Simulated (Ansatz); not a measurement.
# Formation energy and levels of the hydrogen interstitial H_i (bond centre, by O) in SiO2 (P4_2/mnm)

Aim: at which Fermi levels does H_i (bond centre, by O) in SiO2 (P4_2/mnm) change its charge? The model is a cell of 96 host atoms with 1 H put in.

Method: place-levels on r2SCAN runs: charge-transition levels and formation energies with image-charge correction and potential alignment at the atomic sites; PAW set soft_1, in Ansatz 0.2.0.

## (1) Starting point

The cell holds 97 atoms: 32 Si, 64 O and 1 H. Its edges and angles: a = 9.926 Å, b = 9.926 Å, c = 11.836 Å, α = 53.4°, β = 53.4°, γ = 73.2°. It derives from SiO2 (space group P4_2/mnm). Nearest the centre at fractional (0.639, 0.736, 0.312): H97 at 0.00 Å, O81 at 0.88 Å, Si74 at 0.88 Å, O83 at 1.85 Å, O80 at 2.01 Å, O78 at 2.01 Å, O82 at 2.08 Å, Si85 at 2.08 Å.

The host's dielectric constants go in as inputs: (3.41, 3.41, 3.58) for the electrons alone, (11.60, 11.60, 9.01) with the ions, computed on the host (DFPT, PBEsol, on the r2SCAN cell), and a cell off the functional's own equilibrium shifts the ionic part.

The cell's shortest repeat is 9.9 Å.

## (2) Charge states

A transition level is the Fermi level at which two charge states cost the same, so each charge needs its own total energy, at its own relaxed structure.

Each atom starts 0.05 Å or so off its site in a random direction: a symmetric start keeps its symmetry, and would miss off-centre moves and Jahn–Teller distortions. Forces are taken at one point at (¼, ¼, ¼). The cell holds 1 electron more than the neutral one, with a uniform background that keeps it neutral on the whole.

The sampling was tested on the host first: at the k-points planned (1x1x1 shifted 0.25 0.25 0.25) its energy lies 0.004 eV an atom from the dense-mesh value, under the bound of 0.02 eV set for this test; that bounds the host's error, not the defect's.

One of the inputs; charge, spin and start change from state to state.

The input, qm1.relax/input.yaml:

```yaml
crystal:
  lattice:
    - [0.0, 4.18479536, 2.66840475]
    - [4.18479536, 0.0, 2.66840475]
    - [4.18479536, 4.18479536, 0.0]
  atoms:
    - { symbol: Si, position: [0.0, 0.0, 0.0] }
    - { symbol: Si, position: [0.5, 0.5, 0.5] }
    - { symbol: Si, position: [0.25, 0.25, 0.25] }
    - { symbol: Si, position: [0.75, 0.75, 0.75] }
    - { symbol: O, position: [0.0, 0.0, 0.30610335] }
    - { symbol: O, position: [0.5, 0.5, 0.80610335] }
    - { symbol: O, position: [0.0, 0.0, 0.69389665] }
    - { symbol: O, position: [0.5, 0.5, 0.19389665] }
    - { symbol: O, position: [0.05610335, 0.44389665, 0.75] }
    - { symbol: O, position: [0.55610335, 0.94389665, 0.25] }
    - { symbol: O, position: [0.44389665, 0.05610335, 0.75] }
    - { symbol: O, position: [0.94389665, 0.55610335, 0.25] }
  supercell: [2, 2, 2]
  defects:
    - { interstitial: { symbol: H, position: [0.63901, 0.73599, 0.3125] } }
total_charge: -1
basis:
  ecutwfc: 500
  xc_grid: 2
hamiltonian:
  xc: r2scan
  pseudopotentials: { kind: paw, azcp: { folder: soft_1 } }
kpoints:
  mp_grid: { grid: [1, 1, 1], shift: [0.25, 0.25, 0.25] }
scf:
  occupations: { method: fixed }
  max_iter: 60
output:
  forces: true
  charged_corrections: { epsilon: [3.41, 3.41, 3.58], static_epsilon: [11.6, 11.6, 9.01] }
relax:
  f_tol: 0.02
  max_steps: 80
  random_displacement: { amplitude: 0.05, seed: 5740 }
checkpoint:
  write: "../qm1.relax.run"
  compress: false
  write_wavefunctions: true
  write_every: 100000
```

Started as:

```console
> ansatz run input.yaml --threads 8 --pin off --max-ram 22609MiB --backend cpu --events-out ev --progress --plain --runs-dir out
```

The relaxed structure is kept and the sampling changed to a 2×2×2 shifted mesh.

The run of this state that the levels use, under r2SCAN:

The input, qm1.point/input.yaml:

```yaml
crystal:
  checkpoint: "../qm1.relax.run"
  host: checkpoint
total_charge: -1
basis:
  ecutwfc: 500
  xc_grid: 2
hamiltonian:
  xc: r2scan
  pseudopotentials: { kind: paw, azcp: { folder: soft_1 } }
kpoints:
  mp_grid: { grid: [2, 2, 2], shift: [0.5, 0.5, 0.5] }
scf:
  occupations: { method: fermi_dirac, width: 0.01 }
  max_iter: 60
output:
  forces: true
  eigenvalues: true
  charged_corrections:
    epsilon: [3.41, 3.41, 3.58]
    static_epsilon: [11.6, 11.6, 9.01]
    defect_position: [0.63901, 0.73599, 0.3125]
  eigenstates: { localisation: true }
  populations: true
  band_densities: [{ bands: [v1, v1] }, { bands: [c1, c1] }]
  write_density: true
  write_potential: true
  volumetric_format: npy
  elf: true
checkpoint:
  read: "../qm1.relax.run"
  write: "../qm1.point.run"
  compress: false
  write_wavefunctions: false
  write_every: 100000
```

Relaxations under r2SCAN at one point at (¼, ¼, ¼); times on 8 threads of Arm Neoverse V2, shared host:

| charge | moment (μB) | occupations | outcome | steps | largest displacement against the far atoms (Å) | time |
| --- | --- | --- | --- | --- | --- | --- |
| −1 | 0 | fixed | converged | 16 | 0.82 | 3.1 min |
| 0 | 1 | fixed | converged | 12 | 0.65 | 5.3 min |
| +1 | 0 | fixed | converged | 16 | 1.49 | 3 min |

Single points under r2SCAN at a 2×2×2 shifted mesh; times on 8 threads of Arm Neoverse V2, shared host:

| charge | moment (μB) | occupations | outcome | time |
| --- | --- | --- | --- | --- |
| −1 | 0 | fermi-dirac | converged | 81 s |
| 0 | 1 | fermi-dirac | converged | 3.2 min |
| +1 | 0 | fermi-dirac | converged | 80 s |

Distances (Å) from H97 to the nearest atoms after relaxation with r2SCAN:

| charge | moment (μB) | 1. | 2. | 3. | 4. | 5. | 6. |
| --- | --- | --- | --- | --- | --- | --- | --- |
| −1 | 0 | Si 1.35 | O 1.73 | O 1.91 | O 1.97 | O 1.98 | Si 2.26 |
| 0 | 1 | O 1.25 | Si 1.49 | O 1.93 | O 2.07 | O 2.09 | Si 2.20 |
| +1 | 0 | O 0.99 | O 1.84 | O 2.01 | O 2.01 | O 2.13 | O 2.13 |

## (3) Levels against the band edges, r2SCAN

A charged cell interacts with its images and the background, and its potential has another zero than the host's. place-levels removes the first by a point-charge model, screened by the static dielectric constant since the ions have relaxed around the charge, and the second by comparing potentials at atoms far from the defect.

The host is a run of the defect-free crystal in the same cutoffs, grids and k-points, so that basis and sampling errors cancel in part in the differences. Its band edges come from a run of the primitive cell that searches the zone for them. The host is run in a cell of 48 atoms on a matching mesh. Chemical potentials are energies per atom of H (H2 molecule), run with the same functional and cutoff.

The input, levels.point.yaml:

```yaml
host:
  run: host.point.run
  levels_from: { run: edges.point.run }
states: [qm1.point.run, q0_M1.point.run, qp1.point.run]
geometry_from:
  qm1.point.run: qm1.relax.run
  q0_M1.point.run: q0_M1.relax.run
  qp1.point.run: qp1.relax.run
  host.point.run: host.relax.run
chemical_potentials:
  H:
    energy: -15.945394
    dataset: "<sha256 of the dataset>"
epsilon: [3.41, 3.41, 3.58]
static_epsilon: [11.6, 11.6, 9.01]
vertical:
  - { from: qm1.point.run, to: qm1.point_neutral.run }
  - { from: qp1.point.run, to: qp1.point_neutral.run }
```

Started as:

```console
> ansatz place-levels levels.point.yaml -- --threads 8 --pin off --max-ram 22609MiB
```

Numbers of over 12 decimals in the logs are rounded to 6 here.

The program printed:

```text
[... repeated set-up lines and file paths are left out, and long positions are rounded to six places ...]
(+1/0) 5.874 eV above the valence edge, 0.656 eV under the conduction edge; not on the lower envelope
(0/-1) 3.496 eV above the valence edge, 3.034 eV under the conduction edge; not on the lower envelope
(+1/-1) 4.685 eV above the valence edge, 1.845 eV under the conduction edge: charges between them are lowest nowhere
formation energy of charge +1: -0.482 eV with the Fermi level at the valence edge
formation energy of charge 0: +5.392 eV with the Fermi level at the valence edge
formation energy of charge -1: +8.888 eV with the Fermi level at the valence edge
vertical -1 to 0: no energy, since no alignment is typed
  the change from vertical[0].from (qm1.point.run) to vertical[0].to (qm1.point_neutral.run): by its potential at epsilon [3.41, 3.41, 3.58] it stands at 0.632 0.767 0.266, with an rms radius of about 1.7 Å (1.1 0.6 1.2 Å across the planes of the cell's [...]
vertical +1 to 0: no energy, since no alignment is typed
  the change from vertical[1].from (qp1.point.run) to vertical[1].to (qp1.point_neutral.run): by its potential at epsilon [3.41, 3.41, 3.58] it stands at 0.542 0.706 0.420, with an rms radius of about 4.9 Å (2.9 2.9 2.8 Å across the planes of the cell's [...]
  edges by r2scan of host.levels_from (edges.point.run), its mesh sampled to repeats of 26.68 Å (the valence edge +0.102 eV and the conduction edge -0.333 eV from those of the host's own run), gap 6.530 eV; the host is sampled to repeats of 19.85 Å
  the defect's cells are sampled to repeats of 19.85 Å, like sampling
  charge +1: -56976.0111 eV with its correction of +0.223 eV, at epsilon [11.6, 11.6, 9.01], aligned at sites: +0.0085 eV, mean over 33 atomic sites at or beyond 4.96 Å from the defect at [0.6390, 0.7360, 0.3125], with +0.000000 for the charge's moments and [...]
  charge 0: +0.000 eV for its dipole among its images, +0.000 omitted
  charge -1: -56946.4900 eV with its correction of +0.182 eV, at epsilon [11.6, 11.6, 9.01], aligned at sites: +0.0332 eV, mean over 33 atomic sites at or beyond 4.96 Å from the defect at [0.6390, 0.7360, 0.3125], with +0.006321 for the charge's moments and [...]
  of states[2] (qp1.point.run): it parts from the run at its places by a charge that spreads by about 2.9 Å along one vector (1.4 Å or more is wide), by its potential at epsilon [3.41, 3.41, 3.58], taken for that of held ions (one typed too small widens it), [...]
  of states[1] (q0_M1.point.run): its displacements don't fall off away from the defect: farther atoms stand 0.016 Å off the host's places. [...]
  of states[0] (qm1.point.run): the far atoms show a dipole or second moment of the defect's charge, for which the correction takes or leaves out 0.138 eV: further moments aren't read, and the relaxed atoms' own pattern can pass for one, so compare a larger [...]
  of vertical[0].from (qm1.point.run): its displacements don't fall off away from the defect: farther atoms stand 0.018 Å off the host's places. [...]
  of vertical[0].to (qm1.point_neutral.run): its displacements don't fall off away from the defect: farther atoms stand 0.018 Å off the host's places. [...]
  of vertical[1].from (qp1.point.run): its displacements don't fall off away from the defect: farther atoms stand 0.014 Å off the host's places. [...]
  of vertical[1].to (qp1.point_neutral.run): its displacements don't fall off away from the defect: farther atoms stand 0.014 Å off the host's places. [...]
```

Run time: 0.36 s. Hardware: 8 threads of Arm Neoverse V2, shared host.

Levels between the charges placed, in eV above the valence top:

|  | gap (eV) | (+1/0) | (0/−1) |
| --- | --- | --- | --- |
| r2SCAN | 6.53 | 5.87 | 3.50 |

Corrections by state:

| charge | moment (μB) | image terms and alignment (eV) | band filling (eV) | ε used | over the lowest of its charge, as the program ranks them, band filling apart (eV) |
| --- | --- | --- | --- | --- | --- |
| +1 | 0.0 | 0.223 | - | principal values (9.01, 11.60, 11.60) | 0.000 |
| 0 | 1.0 | 0.000 | - | - | 0.000 |
| −1 | 0.0 | 0.182 | - | principal values (9.01, 11.60, 11.60) | 0.000 |

The charged structures listed were also run neutral, and place-levels reads from each pair, by the potential or the spins, how wide the charge is by which they differ; that can be the carrier of either run.

| charge | rms radius (Å) | spread where it is widest against the cell (Å) | wide from (Å) | reading |
| --- | --- | --- | --- | --- |
| +1 | 4.9 | 2.88 | 1.37 | wide |
| −1 | 1.7 | 1.23 | 1.37 | narrow |

The neutral runs of these pairs need not share the spin of the lowest neutral state, and very wide values only mean spread over the cell.

From the program's caveats on the states, each cut to its opening words:

- charge +1: it parts from the run at its places by a charge that spreads by about 2.9 Å along one vector (1.4 Å or more is wide), by its potential at epsilon [3.41, 3.41, [...]
- charge +1: its displacements don't fall off away from the defect: farther atoms stand 0.014 Å off the host's places
- charge 0 (1 μB): its displacements don't fall off away from the defect: farther atoms stand 0.016 Å off the host's places
- charge 0 (1 μB): flagged: stability check not made
- charge −1: the far atoms show a dipole or second moment of the defect's charge, for which the correction takes or leaves out 0.138 eV: further moments aren't read, and [...]
- charge −1: its displacements don't fall off away from the defect: farther atoms stand 0.018 Å off the host's places

The host's formation energy from the elements is -2.876 eV per atom; it sets how far the chemical potentials can move.

Limit set by the element alone; other compounds of these elements are not counted. Chemical potentials from the elements' reference states: O 0.00 eV, Si -8.63 eV, H 0.00 eV. Formation energy by charge state (O-rich; gap 6.53 eV):

| charge | at valence top (eV) | at conduction bottom (eV) | correction included (eV) |
| --- | --- | --- | --- |
| +1 | -0.48 | 6.05 | 0.22 |
| 0 | 5.39 | 5.39 | 0.00 |
| −1 | 8.89 | 2.36 | 0.18 |

Fermi level (eV), lowest formation energy (eV) and a bar from the least value:
```
     0.00      -0.48 
     0.59       0.11 ####
     1.19       0.70 ########
     1.78       1.30 ############
     2.37       1.89 ###############
     2.97       2.48 ###################
     3.56       3.08 #######################
     4.16       3.68 ###########################
     4.75       4.14 ##############################
     5.34       3.54 ##########################
     5.94       2.95 ######################
     6.53       2.36 ##################
```

Limit set by the element alone; other compounds of these elements are not counted. Chemical potentials from the elements' reference states: Si 0.00 eV, O -4.31 eV, H 0.00 eV. Formation energy by charge state (Si-rich; gap 6.53 eV):

| charge | at valence top (eV) | at conduction bottom (eV) | correction included (eV) |
| --- | --- | --- | --- |
| +1 | -0.48 | 6.05 | 0.22 |
| 0 | 5.39 | 5.39 | 0.00 |
| −1 | 8.89 | 2.36 | 0.18 |

| Fermi level (eV) | lowest formation energy (eV) |
| --- | --- |
| 0.00 | -0.48 |
| 0.59 | 0.11 |
| 1.19 | 0.70 |
| 1.78 | 1.30 |
| 2.37 | 1.89 |
| 2.97 | 2.48 |
| 3.56 | 3.08 |
| 4.16 | 3.68 |
| 4.75 | 4.14 |
| 5.34 | 3.54 |
| 5.94 | 2.95 |
| 6.53 | 2.36 |

## (4) The same at the relaxations' own k-points

The relaxations' own energies give the levels at their sampling, for comparison.

The input, levels.relax_mesh.yaml:

```yaml
host:
  run: host.relax.run
  levels_from: { run: edges.relax.run }
states: [qm1.relax.run, q0_M1.relax.run, qp1.relax.run]
chemical_potentials:
  H:
    energy: -15.945394
    dataset: "<sha256 of the dataset>"
```

Started as:

```console
> ansatz place-levels levels.relax_mesh.yaml -- --threads 8 --pin off --max-ram 22609MiB
```

The program printed:

```text
[...]
formation energy of charge +1: -0.484 eV with the Fermi level at the valence edge
formation energy of charge 0: +5.385 eV with the Fermi level at the valence edge
formation energy of charge -1: +8.875 eV with the Fermi level at the valence edge
  edges by r2scan of host.levels_from (edges.relax.run), its mesh sampled to repeats of 26.68 Å (the valence edge +0.097 eV and the conduction edge -0.335 eV from those of the host's own run), gap 6.530 eV; the host is sampled to repeats of 9.93 Å
[... the lines on each state left out ...]
```

It took 0.13 s on 8 threads.

Levels between neighbouring charges, in eV above the valence top:

|  | gap (eV) | (+1/0) | (0/−1) |
| --- | --- | --- | --- |
| one point at (¼, ¼, ¼) | 6.53 | 5.87 | 3.49 |
| a 2×2×2 shifted mesh | 6.53 | 5.87 | 3.50 |

Going from one point at (¼, ¼, ¼) to a 2×2×2 shifted mesh moves the levels that carry no band-filling term by up to 0.01 eV and formation energies against the elements by up to 0.01 eV.

## (5) Summary of results

```json
{
  "gap of the host": "6.53 eV (r2SCAN)",
  "level (plus 1/0)": "5.87 eV above the valence top, not a change between lowest states",
  "level (0/minus 1)": "3.50 eV above the valence top, not a change between lowest states",
  "level (plus 1/minus 1)": "4.69 eV above the valence top",
  "lowest of the charges placed, just above the valence top (0.02 eV)": "+1",
  "lowest of the charges placed, just below the conduction bottom (0.02 eV)": "−1",
  "lowest formation energy at mid-gap of the charges run, O-rich": "2.78 eV",
  "lowest formation energy at mid-gap of the charges run, Si-rich": "2.78 eV"
}
```

Of the charges placed (−1, 0 and +1), the lowest changes at 4.69 eV (+1/−1) above the valence top, in a gap of 6.53 eV. (+1/−1) passes over charge 0, which lies 1.19 eV above the two there; a lower structure or spin state of it, if missed, would change that. Charges above +1 and below −1 were not placed, so these runs say nothing of levels that involve them. States placed: +1 at 0 μB; 0 at 1 μB; −1 at 0 μB. Other spin states or structures, where not listed, weren't placed. At charge −1 and +1 the atom put in ends up to 1.5 Å from its starting place, so the name tells the start alone and the levels can join different sites. H is taken at its element; compounds, which aren't counted here, bound the chemical potentials and would shift these formation energies. Going from one point at (¼, ¼, ¼) to a 2×2×2 shifted mesh moves the levels that carry no band-filling term by up to 0.01 eV and formation energies against the elements by up to 0.01 eV. Keep in mind: r2SCAN makes the gap too small and tends to spread out bound carriers; where a gas molecule sets a chemical potential or the host's formation energy, its binding is uncorrected.

[Logs are printed without paths, hosts, clocks, repeated set-up lines and the standing remarks that a program may print on its own settings, such as how far it seeks lower states.]

[Hosts, paths, dates, database ids (printed as entryN), source tags and the programs' standing remarks are cut or masked in the printed files.]

[Where a table of states has a column of steps, it counts the stored structures, which are thinned; the runs took as many ionic steps or more.]

[A defect's name tells the site on which it was built; relaxed atoms can leave that site.]

[For some hosts the program warned that the k-mesh of the response run may be too coarse for force constants and the static dielectric constant; such warnings are not shown here.]
